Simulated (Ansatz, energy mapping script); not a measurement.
## Spin model of Fe from collinear orders

How strongly do the moments of Fe couple under PBE? The plan is to run several orders and fit a Heisenberg model.

Method: PBE; plane waves, collinear spin, no spin–orbit coupling, in Ansatz 0.2.0.

Report form: the programs' logs are mostly left out.

The database entry behind the starting cell differs from later determinations by our own check (an axis about 0.7 % long against later determinations), so it need not match the best structure at ambient conditions.

In doubt: warnings of the run leave room for a lower electronic state (steps 4, 8, 10), so energies may not be the lowest and differences between runs may mislead.

## (1) The starting structure

The structure is cubic, space group Im-3m (No. 229). The conventional cell has a = 2.886 Å, b = 2.886 Å, c = 2.886 Å, α = 90.00°, β = 90.00°, γ = 90.00°. Fe has 8 Fe at 2.50 Å nearest.

No correction acts on the open shell here, which makes this the cheap baseline.

## (2) Probe run

One run in the crystal's own cell, under PBE with U = 4.05 eV on Fe d, ortho-atomic projectors, shows which elements keep a moment. Transition or f elements with 0.3 μB or more enter the spin model; moments induced on other atoms do not.

Contents of input.yaml:

```yaml
crystal:
  lattice:
    - [-1.443, 1.443, 1.443]
    - [1.443, -1.443, 1.443]
    - [1.443, 1.443, -1.443]
  atoms:
    - { symbol: Fe, position: [0.0, 0.0, 0.0], spin: 2.8 }
magnetization:
  spin_polarized: true
kpoints:
  mp_grid: { grid: [19, 19, 19] }
hamiltonian:
  xc: pbe
  hubbard:
    sites: [{ species: Fe, l: d, u_eff: 4.05 }]
    projectors: ortho-atomic
scf:
  occupations: { method: fermi_dirac, width: 0.1 }
output:
  eigenvalues: true
```

Run with:

```console
> ansatz run input.yaml --threads 4 --pin off --max-ram 8192MiB --backend cpu --events-out ev --progress --plain --runs-dir out
```

Wall time 62 s (4 threads of Arm Neoverse V2, shared host); peak memory 2.1 GiB.

Spin moment in the sphere by atom:

```tsv
atom	spin moment in the sphere (μB)
Fe1	2.83
```

The run ends ferromagnetic; Fe carries the moments.

## (3) Run 1 (parallel; cell A, 2 atoms)

The parallel order is the zero of energy for this cell and mesh.

Contents of input.yaml:

```yaml
crystal:
  lattice:
    - [-1.443, 1.443, 1.443]
    - [1.443, -1.443, 1.443]
    - [2.886, 2.886, 0.0]
  atoms:
    - { symbol: Fe, position: [0.0, 0.0, 0.0], spin: 2.8 }
    - { symbol: Fe, position: [0.5, 0.5, 0.5], spin: 2.8 }
magnetization:
  spin_polarized: true
kpoints:
  mp_grid: { grid: [16, 16, 10] }
hamiltonian:
  xc: pbe
scf:
  occupations: { method: fermi_dirac, width: 0.1 }
output:
  eigenvalues: true
  write_density: true
  write_potential: true
  elf: true
  volumetric_format: npy
```

Run time: 7.5 s. Hardware: 4 threads; peak memory 0.63 GiB.

Spin moment in the sphere by atom:

```tsv
atom	spin moment in the sphere (μB)
Fe1	2.33
Fe2	2.33
```

The run ends ferromagnetic.

Spin density in the ac plane at fractional y = 0.000, with atoms of Fe within 0.2 Å of it.

Values in e/Å³, 21 rows by 13 columns:
```
4.7 3.6 1.7 0.6 0.2 0.0 0.0 0.0 0.0 0.2 0.6 1.7 3.6
2.1 1.8 1.0 0.4 0.1 0.0 0.0 0.0 0.0 0.1 0.4 1.0 1.8
0.7 0.6 0.4 0.2 0.1 0.0 0.0 0.0 0.0 0.1 0.2 0.4 0.6
0.2 0.2 0.1 0.1 0.0 0.0 0.0 0.0 0.0 0.0 0.1 0.1 0.2
0.0 0.0 0.0 0.0 0.0 0.0 0.0 0.0 0.0 0.0 0.0 0.0 0.0
0.0 0.0 0.0 0.0 0.0 0.0 0.0 0.0 0.0 0.0 0.0 0.0 0.0
0.0 0.0 0.0 0.0 0.0 0.0 0.0 0.0 0.0 0.0 0.0 0.0 0.0
0.0 0.0 0.0 0.0 0.0 0.0 0.0 0.0 0.0 0.0 0.0 0.0 0.0
0.0 0.0 0.0 0.0 0.0 0.0 0.0 0.0 0.0 0.0 0.0 0.0 0.0
0.0 0.0 0.0 0.0 0.0 0.0 0.0 0.0 0.0 0.0 0.0 0.0 0.0
0.0 0.0 0.0 0.0 0.0 0.0 0.0 0.0 0.0 0.0 0.0 0.0 0.0
0.0 0.0 0.0 0.0 0.0 0.0 0.0 0.0 0.0 0.0 0.0 0.0 0.0
0.0 0.0 0.0 0.0 0.0 0.0 0.0 0.0 0.0 0.0 0.0 0.0 0.0
0.0 0.0 0.0 0.0 0.0 0.0 0.0 0.0 0.0 0.0 0.0 0.0 0.0
0.0 0.0 0.0 0.0 0.0 0.0 0.0 0.0 0.0 0.0 0.0 0.0 0.0
0.0 0.0 0.0 0.0 0.0 0.0 0.0 0.0 0.0 0.0 0.0 0.0 0.0
0.2 0.2 0.1 0.1 0.0 0.0 0.0 0.0 0.0 0.0 0.1 0.1 0.2
0.7 0.6 0.4 0.2 0.1 0.0 0.0 0.0 0.0 0.1 0.2 0.4 0.6
2.1 1.8 1.0 0.4 0.1 0.0 0.0 0.0 0.0 0.1 0.4 1.0 1.8
4.7 3.6 1.7 0.6 0.2 0.0 0.0 0.0 0.0 0.2 0.6 1.7 3.6
6.3 4.7 2.1 0.6 0.2 0.0 0.0 0.0 0.0 0.2 0.6 2.1 4.7
```
Columns run along a (2.5 Å), rows up along c (4.1 Å). Atoms in or near the plane, at fractional coordinates: Fe at (0.00, 0.00).

ELF in the ac plane at fractional y = 0.000, with atoms of Fe within 0.2 Å of it. It is the smooth field of the valence electrons, not physical close to the nuclei.

Ten even steps from '_' (0.15) to '@' (0.90):
```
@@%%**--..__....__..--**%%
##**==::____....____::==**
==--::______::::______::--
....______..::::..______..
________..::----::..______
......::::::----::::::....
::::::::::::::::::::::::::
::::::::::::::::::::::::::
::::::................::::
::::....................::
::::....................::
::::::................::::
::::::::::::::::::::::::::
::::::::::::::::::::::::::
......::::::----::::::....
________..::----::..______
....______..::::..______..
==--::______::::______::--
##**==::____....____::==**
@@%%**--..__....__..--**%%
@@@@##==..__....__..==##@@
```
Columns run along a (2.5 Å), rows up along c (4.1 Å). Atoms in or near the plane, at fractional coordinates: Fe at (0.00, 0.00).

## (4) Compensated +− start in cell A (2 atoms)

This order reverses 4 of the 8 neighbours at 2.50 Å and 8 of the 12 neighbours at 4.08 Å, counted for an average magnetic atom.

Edit input.yaml of step 3 so:

```diff
@@ -7,3 +7,3 @@
     - { symbol: Fe, position: [0.0, 0.0, 0.0], spin: 2.8 }
-    - { symbol: Fe, position: [0.5, 0.5, 0.5], spin: 2.8 }
+    - { symbol: Fe, position: [0.5, 0.5, 0.5], spin: -2.8 }
 magnetization:
```

Elapsed: 5.7 s, on 4 threads; peak memory 0.62 GiB; 20 s of CPU time.

Spin moment in the sphere by atom:

```tsv
atom	spin moment in the sphere (μB)
Fe1	2.10
Fe2	-2.10
```

The run ends antiferromagnetic, 218.11 meV a magnetic atom above the parallel order of its cell (energies taken at zero occupation width, not the printed F).

Spin density in the ac plane at fractional y = 0.000, with atoms of Fe within 0.2 Å of it.

Ten even steps from '0' (0.0 e/Å³) to '9' (5.4 e/Å³):
```
7520000000025
3210000000012
0000000000000
0000000000000
0000000000000
0000000000000
0000000000000
0000000000000
0000000000000
0000000000000
0000000000000
0000000000000
0000000000000
0000000000000
0000000000000
0000000000000
0000000000000
0000000000000
3210000000012
7520000000025
9730000000037
```
Columns run along a (2.5 Å), rows up along c (4.1 Å). Atoms in or near the plane, at fractional coordinates: Fe at (0.00, 0.00).

ELF in the ac plane at fractional y = 0.000, with atoms of Fe within 0.2 Å of it. It is the smooth field of the valence electrons, not physical close to the nuclei.

Values, 21 rows by 13 columns:
```
0.85 0.79 0.64 0.44 0.26 0.19 0.27 0.27 0.19 0.26 0.44 0.64 0.79
0.69 0.64 0.49 0.32 0.19 0.18 0.28 0.28 0.18 0.19 0.32 0.49 0.64
0.47 0.43 0.31 0.20 0.15 0.20 0.31 0.31 0.20 0.15 0.20 0.31 0.43
0.26 0.24 0.18 0.14 0.17 0.27 0.35 0.35 0.27 0.17 0.14 0.18 0.24
0.16 0.16 0.16 0.20 0.27 0.34 0.38 0.38 0.34 0.27 0.20 0.16 0.16
0.24 0.25 0.28 0.32 0.35 0.36 0.37 0.37 0.36 0.35 0.32 0.28 0.25
0.34 0.35 0.35 0.35 0.34 0.34 0.34 0.34 0.34 0.34 0.35 0.35 0.35
0.36 0.35 0.34 0.32 0.30 0.31 0.31 0.31 0.31 0.30 0.32 0.34 0.35
0.33 0.32 0.30 0.28 0.27 0.29 0.30 0.30 0.29 0.27 0.28 0.30 0.32
0.31 0.30 0.27 0.25 0.26 0.28 0.29 0.29 0.28 0.26 0.25 0.27 0.30
0.31 0.30 0.27 0.25 0.26 0.28 0.29 0.29 0.28 0.26 0.25 0.27 0.30
0.33 0.32 0.30 0.28 0.27 0.29 0.30 0.30 0.29 0.27 0.28 0.30 0.32
0.36 0.35 0.34 0.32 0.30 0.31 0.31 0.31 0.31 0.30 0.32 0.34 0.35
0.34 0.35 0.35 0.35 0.34 0.34 0.34 0.34 0.34 0.34 0.35 0.35 0.35
0.24 0.25 0.28 0.32 0.35 0.36 0.37 0.37 0.36 0.35 0.32 0.28 0.25
0.16 0.16 0.16 0.20 0.27 0.34 0.38 0.38 0.34 0.27 0.20 0.16 0.16
0.26 0.24 0.18 0.14 0.17 0.27 0.35 0.35 0.27 0.17 0.14 0.18 0.24
0.47 0.43 0.31 0.20 0.15 0.20 0.31 0.31 0.20 0.15 0.20 0.31 0.43
0.69 0.64 0.49 0.32 0.19 0.18 0.28 0.28 0.18 0.19 0.32 0.49 0.64
0.85 0.79 0.64 0.44 0.26 0.19 0.27 0.27 0.19 0.26 0.44 0.64 0.79
0.90 0.84 0.69 0.48 0.29 0.20 0.27 0.27 0.20 0.29 0.48 0.69 0.84
```
Columns run along a (2.5 Å), rows up along c (4.1 Å). Atoms in or near the plane, at fractional coordinates: Fe at (0.00, 0.00).

## (5) Run 3 (parallel; cell B, 2 atoms)

A new cell needs its own zero of energy.

This run holds the same structure in another cell (a 2.499 → 2.886 Å, b 2.499 → 2.886 Å, c 4.081 → 2.886 Å, γ 109.5 → 90.0°).

input.yaml, the sections that differ from step 4:

```yaml
crystal:
  lattice:
    - [0.0, -2.886, 0.0]
    - [-2.886, 0.0, 0.0]
    - [0.0, 0.0, -2.886]
  atoms:
    - { symbol: Fe, position: [0.5, 0.5, 0.5], spin: 2.8 }
    - { symbol: Fe, position: [0.0, 0.0, 0.0], spin: 2.8 }
kpoints:
  mp_grid: { grid: [13, 13, 13] }
output:
  eigenvalues: true
# magnetization, hamiltonian, scf: as in step 4
```

It took 1.7 s on 4 threads; peak memory 0.37 GiB.

The run ends ferromagnetic. For each magnetic atom its energy differs from the parallel run of the first cell by 0.52 meV, an error that one common reference would have brought in.

## (6) Run 4 (compensated +−; cell B, 2 atoms)

This order reverses 8 of the 8 neighbours at 2.50 Å and 0 of the 12 neighbours at 4.08 Å, counted for an average magnetic atom.

input.yaml, the sections that differ from step 5:

```yaml
crystal:
  lattice:
    - [0.0, -2.886, 0.0]
    - [-2.886, 0.0, 0.0]
    - [0.0, 0.0, -2.886]
  atoms:
    - { symbol: Fe, position: [0.5, 0.5, 0.5], spin: 2.8 }
    - { symbol: Fe, position: [0.0, 0.0, 0.0], spin: -2.8 }
# magnetization, kpoints, hamiltonian, scf, output: as in step 5
```

Run time: 18 s. Hardware: 4 threads; peak memory 0.56 GiB.

The run ends ferromagnetic, not as typed: a moment turned or collapsed in the SCF or in the program's search for a lower state.

## (7) Parallel start in cell C (3 atoms)

input.yaml, the sections that differ from step 6:

```yaml
crystal:
  lattice:
    - [-1.443, 1.443, 1.443]
    - [0.0, -2.886, 2.886]
    - [2.886, 2.886, 0.0]
  atoms:
    - { symbol: Fe, position: [0.0, 0.0, 0.0], spin: 2.8 }
    - { symbol: Fe, position: [0.666666667, 0.666666667, 0.333333333], spin: 2.8 }
    - { symbol: Fe, position: [0.333333333, 0.333333333, 0.666666667], spin: 2.8 }
kpoints:
  mp_grid: { grid: [15, 11, 11] }
# magnetization, hamiltonian, scf, output: as in step 6
```

The job ended after 7 s (4 threads; peak memory 0.64 GiB).

The run ends ferromagnetic. For each magnetic atom its energy differs from the parallel run of the first cell by -0.60 meV, an error that one common reference would have brought in.

## (8) Uncompensated ++− start in cell C (3 atoms)

This order reverses 4 of the 8 neighbours at 2.50 Å and 4 of the 12 neighbours at 4.08 Å, counted for an average magnetic atom.

input.yaml, the sections that differ from step 7:

```yaml
crystal:
  lattice:
    - [-1.443, 1.443, 1.443]
    - [0.0, -2.886, 2.886]
    - [2.886, 2.886, 0.0]
  atoms:
    - { symbol: Fe, position: [0.0, 0.0, 0.0], spin: 2.8 }
    - { symbol: Fe, position: [0.666666667, 0.666666667, 0.333333333], spin: 2.8 }
    - { symbol: Fe, position: [0.333333333, 0.333333333, 0.666666667], spin: -2.8 }
# magnetization, kpoints, hamiltonian, scf, output: as in step 7
```

Wall time 8.3 s (4 threads); peak memory 0.65 GiB; 31 s of CPU time.

The run ends ferrimagnetic, 194.66 meV a magnetic atom above the parallel order of its cell (energies taken at zero occupation width, not the printed F).

## (9) Run 7 (parallel; cell D, 3 atoms)

The parallel order again, as the reference for this cell.

This run holds the same structure in another cell (b 4.081 → 2.499 Å, c 4.081 → 6.290 Å, α 120.0 → 97.6°, β 90.0 → 97.6°, γ 90.0 → 109.5°).

input.yaml, the sections that differ from step 8:

```yaml
crystal:
  lattice:
    - [-1.443, 1.443, 1.443]
    - [1.443, -1.443, 1.443]
    - [4.329, 4.329, -1.443]
  atoms:
    - { symbol: Fe, position: [0.0, 0.0, 0.0], spin: 2.8 }
    - { symbol: Fe, position: [0.666666667, 0.666666667, 0.333333333], spin: 2.8 }
    - { symbol: Fe, position: [0.333333333, 0.333333333, 0.666666667], spin: 2.8 }
kpoints:
  mp_grid: { grid: [16, 16, 16] }
# magnetization, hamiltonian, scf, output: as in step 8
```

Elapsed: 24 s, on 4 threads; peak memory 1.2 GiB; 82 s of CPU time.

The run ends ferromagnetic. For each magnetic atom its energy differs from the parallel run of the first cell by 0.03 meV, an error that one common reference would have brought in.

## (10) Run 8 (uncompensated ++−; cell D, 3 atoms)

This order reverses 2.67 of the 8 neighbours at 2.50 Å and 6.67 of the 12 neighbours at 4.08 Å, counted for an average magnetic atom.

input.yaml, the sections that differ from step 9:

```yaml
crystal:
  lattice:
    - [-1.443, 1.443, 1.443]
    - [1.443, -1.443, 1.443]
    - [4.329, 4.329, -1.443]
  atoms:
    - { symbol: Fe, position: [0.0, 0.0, 0.0], spin: 2.8 }
    - { symbol: Fe, position: [0.666666667, 0.666666667, 0.333333333], spin: 2.8 }
    - { symbol: Fe, position: [0.333333333, 0.333333333, 0.666666667], spin: -2.8 }
# magnetization, kpoints, hamiltonian, scf, output: as in step 9
```

It took 28 s on 4 threads; peak memory 1.3 GiB.

The run ends ferrimagnetic, 122.69 meV a magnetic atom above the parallel order of its cell (energies taken at zero occupation width, not the printed F).

## (11) Run 9 (parallel; cell E, 3 atoms)

This run holds the same structure in another cell (a 2.499 → 2.886 Å, b 2.499 → 2.886 Å, c 6.290 → 4.786 Å, α 97.6 → 107.5°, β 97.6 → 107.5°, γ 109.5 → 90.0°).

input.yaml, the sections that differ from step 10:

```yaml
crystal:
  lattice:
    - [0.0, -2.886, 0.0]
    - [-2.886, 0.0, 0.0]
    - [1.443, 1.443, -4.329]
  atoms:
    - { symbol: Fe, position: [0.666666667, 0.666666667, 0.333333333], spin: 2.8 }
    - { symbol: Fe, position: [0.333333333, 0.333333333, 0.666666667], spin: 2.8 }
    - { symbol: Fe, position: [0.0, 0.0, 0.0], spin: 2.8 }
kpoints:
  mp_grid: { grid: [14, 14, 14] }
# magnetization, hamiltonian, scf, output: as in step 10
```

Run time: 9.6 s. Hardware: 4 threads; peak memory 0.71 GiB.

The run ends ferromagnetic. For each magnetic atom its energy differs from the parallel run of the first cell by -0.75 meV, an error that one common reference would have brought in.

## (12) Run 10 (uncompensated ++−; cell E, 3 atoms)

This order reverses 5.33 of the 8 neighbours at 2.50 Å and 5.33 of the 12 neighbours at 4.08 Å, counted for an average magnetic atom.

Edit input.yaml of step 11 so:

```diff
@@ -8,3 +8,3 @@
     - { symbol: Fe, position: [0.333333333, 0.333333333, 0.666666667], spin: 2.8 }
-    - { symbol: Fe, position: [0.0, 0.0, 0.0], spin: 2.8 }
+    - { symbol: Fe, position: [0.0, 0.0, 0.0], spin: -2.8 }
 magnetization:
```

Wall time 25 s (4 threads); peak memory 0.72 GiB; 91 s of CPU time.

The run ends ferromagnetic, not as typed: a moment turned or collapsed in the SCF or in the program's search for a lower state.

## (13) From energies to couplings

Each energy difference is a sum of couplings weighted by the pairs that the order reverses. A few near shells are fitted to the differences by least squares. Energies are those extrapolated to zero occupation width, not the free energies F.

The orders that converged (zero: parallel moments in the same cell):

```tsv
order	atoms	energy (meV a magnetic atom)	moments (μB)	moments kept as typed	opposed neighbours at 2.50, 4.08 Å
parallel in cell A	2	0.00	2.33	yes	0, 0
compensated +− in cell A	2	218.11	2.10	yes	4, 8
parallel in cell B	2	0.00	2.32	yes	0, 0
compensated +− in cell B (typed; ended ferromagnetic)	2	0.00	2.32	no	8, 0
parallel in cell C	3	0.00	2.32	yes	0, 0
uncompensated ++− in cell C	3	194.66	2.01 to 2.29	yes	4, 4
parallel in cell D	3	0.00	2.33	yes	0, 0
uncompensated ++− in cell D	3	122.69	2.19 to 2.27	yes	2.67, 6.67
parallel in cell E	3	0.00	2.32	yes	0, 0
uncompensated ++− in cell E (typed; ended ferromagnetic)	3	0.00	2.32	no	5.33, 5.33
```

Fitted to E = −Σ J e·e over ordered pairs of unit vectors (J > 0 favours parallel moments):

```tsv
pair	distance (Å)	neighbours	J (meV)
Fe–Fe	2.50	8	24.4
Fe–Fe	4.08	12	0.521
```

These orders cannot tell some unfitted shells from fitted ones: the value at 2.50 Å holds J(2.50) + J(2.89) and the value at 4.08 Å holds J(4.08) + 2 J(6.45); other unfitted shells add to the values wholly or in part. No temperature is drawn.

Adding the shell at 4.79 Å gives 25, 6.7 and -3.8 meV, an exact solve that tests nothing.

Limits of this fit: some orders lost their moments or signs, so no temperature is drawn from a model of fixed moments; one more shell would shift couplings by over a fifth of the largest; 2 of the orders did not finish or lost their signs.

## (14) Results

```yaml
lowest_order_tried: parallel
largest_fitted_value_a_combination_of_shells_fe_fe_at_2p50_a: 24.4 meV
```

**Reading.** Of the orders tried, Fe prefers parallel moments under PBE. The largest fitted value is 24 meV, at 2.50 Å. It is a combination of shells that these orders cannot split, so neither its size nor its sign can be laid on that pair alone. The orders also reverse pairs at 2.89, 4.79 and 5.00 Å, which are not fitted, so the fitted values hold their part too. With 3 differences for 2 couplings the fit misses by 14 meV at most, which is not small: farther shells, terms beyond the Heisenberg form or the mesh can cause that. Taking in the shell at 4.79 Å as well gives 25, 6.7 and -3.8 meV. That shift shows how loosely these orders fix the split between shells; the shorter fit, which has an equation to spare, is the one used. In the fitted orders moments change by up to 14 % against the parallel run of the same cell, so the mapping is rough. Orders that lost their signs are left out of the fit. Every order is gapless on its mesh at this level. In a metal exchange reaches farther, and a short model of fixed moments is less apt. With a near shell that the orders cannot separate, no temperature is given. Some orders lost their moments or signs, so a model of fixed moments fits this crystal badly and no temperature is given.

[Logs and program files are shortened in this print: banners, set-up blocks, solver, clock and traceback lines can be left out without a mark of their own.]

[Logs are printed without paths, hosts, clocks, repeated set-up lines and the standing remarks that a program may print on its own settings, such as how far it seeks lower states.]

[Hosts, paths, dates, database ids (printed as entryN), source tags and the programs' standing remarks are cut or masked in the printed files.]

[Where a cell is said to come from a database of computed structures, the database is the Materials Project.]
